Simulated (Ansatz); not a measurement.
# AgGeF3 (model cell, started as cubic perovskite with Ge in the octahedra): a soft mode frozen in, part 3 of 3

Which phase does AgGeF3 (model cell, started as cubic perovskite with Ge in the octahedra) fall into along its unstable mode, and how much energy does it gain?

Ansatz 0.2.0; DFT PBEsol, scalar-relativistic, plane waves, PAW; PAW set soft_1.

So far. Step 4 (The mode frozen in, largest atomic shift 0.22 Å): The run ends at a pressure of 1.15 GPa, with forces up to 0.40 eV/Å. Step 5 (Energy along the mode, all amplitudes (two of the runs …): The lowest of the steps tried is at 0.22 Å, 7.19 meV/atom below the parent; the bottom of the well need not coincide with a step.

The structure was built from a prototype and need not be the compound's stable phase.

### Step 7. The new phase in its own primitive cell

The relaxed structure is symmetrised, reduced to its primitive cell and relaxed tightly, as its phonons need.

The input, input.yaml:

```yaml
crystal:
  lattice:
    - [4.0363532041, -2.3711011705, 0.0]
    - [4.0363532041, 2.3711011705, 0.0]
    - [0.0, 0.0, 8.3823612518]
  atoms:
    - { symbol: Ag, position: [0.0, 0.0, 0.0] }
    - { symbol: Ag, position: [0.0, 0.0, 0.5] }
    - { symbol: Ge, position: [0.5729655875, 0.4270344125, 0.25] }
    - { symbol: Ge, position: [0.4270344125, 0.5729655875, 0.75] }
    - { symbol: F, position: [0.5, 0.5, 0.0] }
    - { symbol: F, position: [0.5, 0.5, 0.5] }
    - { symbol: F, position: [0.4543860738, 0.860780911, 0.25] }
    - { symbol: F, position: [0.5456139262, 0.139219089, 0.75] }
    - { symbol: F, position: [0.139219089, 0.5456139262, 0.25] }
    - { symbol: F, position: [0.860780911, 0.4543860738, 0.75] }
kpoints:
  mp_grid: { grid: [6, 6, 4] }
hamiltonian:
  xc: pbesol
  pseudopotentials: { kind: paw, azcp: { folder: soft_1 }, xc_functional: pbe }
scf:
  occupations: { method: fixed }
output:
  forces: true
  stress: true
  eigenvalues: true
relax:
  adjacent_minimum: "off"
  f_tol: 0.001
  max_steps: 60
  cell: { stress_tol: 0.01 }
```

The run is started by

```sh
> ansatz run input.yaml --threads 4 --pin off --max-ram 16384MiB --backend cpu --events-out ev --progress --plain --runs-dir out
```

Numbers of over 12 decimals in the logs are rounded to 6 here.

Output:

```text
[...]
Crystal: 10 atoms, lattice volume = 160.448 Å³
Basis set: ecut = 420 eV, 3111 PW (Γ), exchange–correlation on 64×64×120 points (8 copies of the dense FFT grid, shifted against one another)
Bands: 65, of which v1, the nominal top of the filled ones, is band 54 counted from 1 (53 counted from 0)
Symmetry: 8 space group operations
[...]
k-points: 39 of 144
[...]
- { symbol: Ag, position: [0, 0, 0.5] }
    - { symbol: Ge, position: [0.572965, 0.427035, 0.25] }
    - { symbol: Ge, position: [0.427035, 0.572965, 0.75] }
    - { symbol: F, position: [0.5, 0.5, 0] }
    - { symbol: F, position: [0.5, 0.5, 0.5] }
    - { symbol: F, position: [0.454454, 0.860741, 0.25] }
    - { symbol: F, position: [0.545546, 0.139259, 0.75] }
    - { symbol: F, position: [0.139259, 0.545546, 0.25] }
    - { symbol: F, position: [0.860741, 0.454454, 0.75] }
[key lines of the parts left out:]
SCF converged after 6 iterations
Free energy (F): -28353.094161 eV
Fermi energy:    5.629204 eV
P = ⅓ Tr σ = 0.0037 GPa (0.037 kbar)
```

Elapsed: 37 s, on 4 threads of Arm Neoverse V2, shared host; peak memory 0.68 GiB.

Little changed from the start: no atom moved by 0.005 Å and no cell edge by 0.1 %.

This step gave:

```yaml
pressure: 0.003650 GPa
gap_on_the_k_mesh: 1.850 eV
volume_per_atom: 16.05 Å³
direct_gap_on_mesh: 2.850 eV
```

The largest force component left is 0.35 meV/Å and the pressure is 0.004 GPa, within the tolerances set. The cell now holds 16.05 Å³/atom.

### Step 8. Modes of the new phase, k-mesh 6×6×4, occupations fixed

A relaxed structure may still be a saddle point, so its zone-centre modes are computed. The response to a homogeneous field gives the Born charges and the dielectric tensor.

The input, input.yaml:

```yaml
crystal:
  lattice:
    - [4.0385295179, -2.370779161, 0.0]
    - [4.0385295179, 2.370779161, 0.0]
    - [0.0, 0.0, 8.3824081966]
  atoms:
    - { symbol: Ag, position: [0.0, 0.0, 0.0] }
    - { symbol: Ag, position: [0.0, 0.0, 0.5] }
    - { symbol: Ge, position: [0.5729652065, 0.4270347935, 0.25] }
    - { symbol: Ge, position: [0.4270347935, 0.5729652065, 0.75] }
    - { symbol: F, position: [0.5, 0.5, 0.0] }
    - { symbol: F, position: [0.5, 0.5, 0.5] }
    - { symbol: F, position: [0.4544543017, 0.8607410501, 0.25] }
    - { symbol: F, position: [0.5455456983, 0.1392589499, 0.75] }
    - { symbol: F, position: [0.1392589499, 0.5455456983, 0.25] }
    - { symbol: F, position: [0.8607410501, 0.4544543017, 0.75] }
kpoints:
  mp_grid: { grid: [6, 6, 4] }
hamiltonian:
  xc: pbesol
  pseudopotentials: { kind: paw, azcp: { folder: soft_1 }, xc_functional: pbe }
scf:
  occupations: { method: fixed }
output:
  eigenvalues: true
phonons:
  method: dfpt
  dielectric: true
  rigid_motions: translations
```

Output:

```text
[...]
Crystal: 10 atoms, lattice volume = 160.514 Å³
Basis set: ecut = 420 eV, 3111 PW (Γ), exchange–correlation on 64×64×120 points (8 copies of the dense FFT grid, shifted against one another)
Bands: 65, of which v1, the nominal top of the filled ones, is band 54 counted from 1 (53 counted from 0)
Symmetry: 8 space group operations
k-points: 76 of 144 (irreducible under 1 space group operation, time reversal used)
[...]
SCF iter   1: F=—  HF=-28370.445469 eV  |F-HF|=—  |Δ(HF+E_count)|=         —  Δρ=2.01e-1  dr2=6.29e1  ethr=3.10e-3  ⟨swp⟩=5.0  Hψ=15256  notcnv=0  defer=682
[...]
SCF iter  15: F=-28353.094161 eV  HF=-28353.094161 eV  |F-HF|=0.00e0  |Δ(HF+E_count)|=  2.69e-10  Δρ=7.82e-8  dr2=8.93e-12  ethr=1.00e-12  ⟨swp⟩=13.7  Hψ=27783  notcnv=0
SCF 1 converged in 15 iterations: F = -28353.094161 eV  dr2 = 8.93e-12
[...]
NSCF: frozen V_eff on 2 k-points
DFPT response loops at Γ: preconditioner auto → none (the input reference at scf.mixing.eps_inf says where Resta's filter doesn't serve); β = 0.50; Broyden in place of MSR1
── the response to a field inside a basis, on 6×6×4 k-points: an SCF that follows is theirs, and a resumed run solves both again ──
Bands: 55, of which v1, the nominal top of the filled ones, is band 54 counted from 1 (53 counted from 0)
k-points: 24 of 144
[...]
Eigensolver: Dense (24 Hₖ)
SCF iter   1: F=—  HF=-28352.928421 eV  |F-HF|=—  |Δ(HF+E_count)|=         —  Δρ=5.56e-4  dr2=1.59e-4  ethr=1.00e-1
[...]
SCF iter   6: F=-28352.928478 eV  HF=-28352.928478 eV  |F-HF|=1.23e-8  |Δ(HF+E_count)|=   1.03e-7  Δρ=4.41e-6  dr2=3.23e-8  ethr=1.57e-10
SCF 1 converged in 6 iterations: F = -28352.928478 eV  dr2 = 3.23e-8
[...]
SCF converged after 15 iterations
Free energy (F): -28353.094161 eV
[...]
Internal energy: -28353.094161 eV  (E = F + TS)
E sigma→0 (E₀):  -28353.094161 eV
Fermi energy:    5.629204 eV
[...]
--- Band table (eV; the first three rows and the last of 76) ---
  k-point 0: bands = [... 50 lower, 3.4958, 3.5419, 3.7675, 4.1386, 7.4787, 8.5279, 11.2545, 11.5247, ... 7 higher]
  k-point 1: bands = [... 50 lower, 3.5037, 3.5368, 3.8509, 4.1268, 7.7037, 8.4518, 11.2891, 11.4081, ... 7 higher]
  k-point 2: bands = [... 50 lower, 3.5217, 3.5217, 4.0193, 4.0193, 8.1535, 8.1535, 11.1818, 11.1818, ... 7 higher]
  k-point 75: bands = [... 50 lower, 3.4867, 3.4867, 4.6382, 4.6382, 8.7101, 8.7101, 9.3942, 9.3942, ... 7 higher]
--- Phonons (Γ-DFPT): 12 representative perturbations + reference, on 76 of 144 k-points (Σ response iterations 48) ---
  k mesh reduced under 1 symmetry operation, with k and −k counted as one. Each operation leaves every solved perturbation unchanged. A smaller set is not considered because the run solves the response to a homogeneous field
  ASR residual: 5.744e-5 → 0.000e0 eV/Å²; symmetrization residual: 1.545e-5 eV/Å²
  ASR residual per site (eV/Å²): 5.74e-5 5.74e-5 3.39e-5 3.39e-5 3.62e-5 3.62e-5 4.33e-5 4.33e-5 4.33e-5 4.33e-5
  Γ frequencies (cm⁻¹): -133.37 -99.80 -75.96 -37.26 -17.25 0.00 0.00 0.00 31.57 45.60 68.28 76.30 84.47 127.34 139.64 143.08 151.16 155.72 178.06 219.84 238.66 249.58 262.31 284.83 309.66 350.82 469.61 469.95 514.65 515.67
  ε∞ (high-frequency dielectric tensor):
        2.738936    -0.000000     0.000000
       -0.000000     3.783795    -0.000000
        0.000000    -0.000000     4.738954
  softest optical mode at Γ: -133.37 cm⁻¹; the repairs (sum rule, projections) moved no ω² at Γ by more than (2.76 cm⁻¹)²
  Born effective charges Z* (e; rows j = field, columns β = displacement):
    site 0:
         0.80058    0.00000    0.00000
        -0.00000    1.54914   -0.14928
         0.00000   -0.16727    1.57652
    site 1:
         0.80058    0.00000   -0.00000
        -0.00000    1.54914    0.14928
        -0.00000    0.16727    1.57652
    site 2:
         2.24649   -0.00000    0.00000
        -0.00000    2.70243   -0.00000
         0.00000   -0.00000    3.32608
    site 3:
         2.24649   -0.00000    0.00000
        -0.00000    2.70243   -0.00000
         0.00000   -0.00000    3.32608
    site 4:
        -0.35791   -0.00000   -0.00000
        -0.00000   -1.15436    0.42819
        -0.00000    1.08347   -3.46029
    site 5:
        -0.35791   -0.00000    0.00000
        -0.00000   -1.15436   -0.42819
         0.00000   -1.08347   -3.46029
    site 6:
        -1.34458   -0.57525    0.00000
        -0.53734   -1.54860   -0.00000
         0.00000   -0.00000   -0.72116
    site 7:
        -1.34458   -0.57525    0.00000
        -0.53734   -1.54860   -0.00000
         0.00000   -0.00000   -0.72116
    site 8:
        -1.34458    0.57525   -0.00000
         0.53734   -1.54860   -0.00000
        -0.00000   -0.00000   -0.72116
    site 9:
        -1.34458    0.57525   -0.00000
         0.53734   -1.54860   -0.00000
        -0.00000   -0.00000   -0.72116
  Z* charge neutrality: 7.033e-3 e pre-enforcement
  solved inside a basis spanned on kpoints, on 6×6×4 k-points, its susceptibility summed on 12×12×6: ε∞ is read to err by 1.3e-2, Z* by 3.7e-2 e (field_mesh: kpoints solves on kpoints); Z* is corrected for what the basis lacks
  optical modes at Γ without the LO–TO term, one row a degenerate level:
      ω (cm⁻¹)  modes    IR ((D/Å)²/amu)
       -133.37      1            22.8870
        -99.80      1             0.0000
        -75.96      1             6.8663
        -37.26      1             0.5943
        -17.25      1             0.0000
         31.57      1             0.0010
         45.60      1             0.0000
[...]
optical modes at Γ + LO–TO along q̂ = [1.0000, 0.0000, 0.0000]:
      ω (cm⁻¹)  modes    IR ((D/Å)²/amu)
[...]
optical modes at Γ + LO–TO along q̂ = [0.0000, 1.0000, 0.0000]:
      ω (cm⁻¹)  modes    IR ((D/Å)²/amu)
[...]
optical modes at Γ + LO–TO along q̂ = [0.0000, 0.0000, 1.0000]:
      ω (cm⁻¹)  modes    IR ((D/Å)²/amu)
[...]
219.84      1             0.0000
        238.66      1             0.0006
        249.58      1             0.0000
        262.31      1             0.0000
        284.83      1             7.2204
        309.24      1             0.4309
        340.73      1            41.0211
        350.82      1             0.4149
        469.61      1             0.0000
        469.95      1            11.8568
        514.65      1             0.0000
        515.67      1            13.9149
```

The job ended after 7.7 min (4 threads; peak memory 3.4 GiB).

This step gave:

* sum-rule residual before enforcement: 5.74e-5 eV/Å²
* miss of the charge sum rule: 0.007033 e
* estimated error of the dielectric tensor: 0.01345
* estimated error of the Born charges: 0.03724 e
* point group: mmm
* highest optical mode at the zone centre (no LO-TO term): 515.7 cm⁻¹
* lowest optical zone-centre mode: -133.4 cm⁻¹
* mean high-frequency dielectric constant: 3.754
* largest Born charge (third of the trace): 2.758 e
* top of the zone-centre spectrum with the field: 567.1 cm⁻¹

Patterns of degenerate modes are one choice out of their space. The modes at Γ (shares of kinetic energy by element, %) (negative means imaginary):

```csv
mode,frequency (cm⁻¹),symmetry,Ag %,Ge %,F %
1,-133.4,B1u,35,0,64
2,-99.8,Au,2,0,98
3,-76.0,B1u,35,4,62
4,-37.3,B3u,53,22,25
5,-17.2,Au,98,0,2
6,0.0,acoustic,45,31,24
7,0.0,acoustic,45,31,24
8,0.0,acoustic,45,31,24
9,31.6,B2u,96,1,3
10,45.6,B1g,0,54,46
11,68.3,B1u,31,62,6
12,76.3,Ag,0,50,50
13,84.5,B2u,41,21,39
14,127.3,B3u,1,1,98
15,139.6,B3g,0,43,57
16,143.1,B1g,0,29,71
17,151.2,B2g,0,0,100
18,155.7,B3u,0,29,71
19,178.1,B1u,50,0,49
20,219.8,Au,0,0,100
21,238.7,B2u,14,14,72
22,249.6,B3g,0,57,43
23,262.3,Ag,0,31,69
24,284.8,B2u,3,15,82
25,309.7,B1u,3,3,94
26,350.8,B2u,1,0,99
27,469.6,B1g,0,18,82
28,469.9,B3u,0,18,82
29,514.6,Ag,0,19,81
30,515.7,B2u,0,18,82
```

Displacements in mode 1 (-133.4 cm⁻¹), the largest set to 1:
```
Ag1  0.00 -0.28 -0.27
Ag2  0.00  0.28 -0.27
Ge3  0.00  0.00  0.03
Ge4  0.00  0.00  0.03
F5   0.00 -0.69  1.00
F6   0.00  0.69  1.00
F7   0.00  0.00  0.20
F8   0.00  0.00  0.20
F9   0.00  0.00  0.20
F10  0.00  0.00  0.20
```

Displacements in mode 9 (31.6 cm⁻¹), the largest set to 1:
```
Ag1  0.00 -0.13 -1.00
Ag2  0.00 -0.13  1.00
Ge3  0.00  0.15  0.00
Ge4  0.00  0.15  0.00
F5   0.00 -0.24 -0.16
F6   0.00 -0.24  0.16
F7  -0.06  0.21  0.00
F8  -0.06  0.21  0.00
F9   0.06  0.21  0.00
F10  0.06  0.21  0.00
```

Optical modes at the zone centre, without and with the macroscopic field of the longitudinal modes; each column is sorted by frequency, so a row need not hold one and the same mode. Modes with and without the field, by row:

```csv
rank among optical modes,no field (cm⁻¹),"q along (1, 0, 0) (cm⁻¹)","q along (0, 1, 0) (cm⁻¹)","q along (0, 0, 1) (cm⁻¹)"
1,-133.4,-133.4,-133.4,-99.8
2,-99.8,-99.8,-99.8,-98.2
3,-76,-76,-76,-37.3
4,-37.3,-17.2,-37.3,-17.2
5,-17.2,19.5,-17.2,19
6,31.6,31.6,31.6,31.6
7,45.6,45.6,45.6,45.6
8,68.3,68.3,68.3,76.3
9,76.3,76.3,76.3,84.5
10,84.5,84.5,95.2,127.3
11,127.3,129.1,127.3,139.6
12,139.6,139.6,139.6,143.1
13,143.1,143.1,143.1,151.2
14,151.2,151.2,151.2,155.7
15,155.7,175.3,155.7,160
16,178.1,178.1,178.1,219.8
17,219.8,219.8,219.8,238.7
18,238.7,238.7,238.7,249.6
19,249.6,249.6,249.6,262.3
20,262.3,262.3,262.3,284.8
21,284.8,284.8,309.7,309.2
22,309.7,309.7,316.6,340.7
23,350.8,350.8,353.6,350.8
24,469.6,469.6,469.6,469.6
25,469.9,514.6,469.9,469.9
26,514.6,515.7,514.6,514.6
27,515.7,530,567.1,515.7
```

Born charge (rows field, columns displacement) (e), principal values of the symmetric part by kind of site:

```csv
atom,atoms with these values,low,middle,high,mean
Ag1,2,0.80,1.40,1.72,1.31
Ge3,2,2.25,2.70,3.33,2.76
F5,2,-3.69,-0.93,-0.36,-1.66
F7,4,-2.01,-0.88,-0.72,-1.20
```

In full for F5:

```
-0.36  0.00  0.00
 0.00 -1.15  0.43
 0.00  1.08 -3.46
```

High-frequency dielectric tensor:

```
2.74 0.00 0.00
0.00 3.78 0.00
0.00 0.00 4.74
```

Transverse modes; imaginary modes are left out. Lines of the infrared spectrum (strongest = 100):

```csv
position (cm⁻¹),lines merged,relative intensity
32,1,0.0
46,1,0.0
68,1,58
76,1,0.0
84,1,6.2
127,1,1.4
140,1,0.0
143,1,0.0
151,1,0.0
156,1,11
178,1,34
220,1,0.0
239,1,0.0
250,1,0.0
262,1,0.0
285,1,52
310,1,0.1
351,1,3.0
470,2,85
515,1,0.0
516,1,100
```

Before it was imposed, the acoustic sum rule was missed by 5.7e-5 eV/Å² and the charge sum rule by 0.0070 e. Small misses are needed for a sound result but don't prove that mesh and cutoff are converged. The lowest optical mode is imaginary, 133.4i cm⁻¹, so the energy falls along it.

### Step 9. The phases reached

The phases reached along the modes that were followed are set side by side.

Energies are those of the first relaxation, on the mesh of the frozen mode; space group, volume and gap are those of the last relaxation. Phases, by row:

```csv
mode frozen in,space group,energy from parent (meV/atom),volume (Å³/atom),gap on mesh (eV),lowest zone-centre optical mode (cm⁻¹),largest shift (Å)
parent,Pm-3m,0,15.51,0,–,–
"q = (0, 0, 0), 190i cm⁻¹",P4mm,-106.7,19.32,2.182,-171.5,0.906
"q = (0, 0, 0), 190i cm⁻¹",R3m,-316.5,17.29,3.549,17.4,0.672
"q = (0, 0, 0), 190i cm⁻¹",Amm2,-189.1,15.92,2.071,-105.6,0.746
"q = (0, 0, -0.5), 186i cm⁻¹",Cmcm,-184.7,16.05,1.85,-133.4,0.777
"q = (0, 0, -0.5), 186i cm⁻¹",Pmma,-33.34,16.04,0.027,-231.2,0.878
"q = (0, 0, -0.5), 186i cm⁻¹",Cmcm,-184.7,16.05,1.85,-133.4,0.778
```

### Step 10. Results

```json
{"unstable mode of the parent": "q = (0, 0, -0.5), 186i cm⁻¹", "depth at the lowest point sampled": "7.19 meV/atom", "largest atomic shift at that point": "0.22 Å", "space group reached (within 0.01 Å)": "Cmcm", "energy gained over the parent (first relaxation, on the mesh of the frozen mode)": "185 meV/atom", "volume per atom, phase reached": "16.1 Å³", "gap on the k-mesh, phase reached": "1.85 eV", "lowest optical zone-centre mode, phase reached": "-133 cm⁻¹", "highest optical mode at the zone centre (no LO-TO term), phase reached": "516 cm⁻¹"}
```

Along this mode the structure falls into Cmcm, 185 meV/atom below the parent. At the parent's cell the well is 7.194 meV/atom deep on the steps tried, with its lowest point at a shift of 0.22 Å. Relaxing atoms and cell changes the gain by +177.55 meV/atom against the lowest step (energies at zero smearing). Most of the total comes from this relaxation. The new phase still has an imaginary mode at the zone centre of its cell, so it is a saddle point on the way to a lower structure. Of the 6 patterns followed to their end from this parent, this one ends 132 meV/atom above the lowest, R3m. Each path keeps the symmetry of its pattern, so a lower phase may lie along a pattern not tried. With no gap, or one that is small against the smearing, the frequencies hang on the k mesh and the smearing, most of all near Kohn anomalies. The PAW files were made for PBE and serve the other functionals too. The starting cell was built on a prototype and not taken from a measurement, so the phase need not exist.

[Logs are printed without paths, hosts, clocks, repeated set-up lines and the standing remarks that a program may print on its own settings, such as how far it seeks lower states.]

[Hosts, paths, dates, database ids (printed as entryN), source tags and the programs' standing remarks are cut or masked in the printed files.]
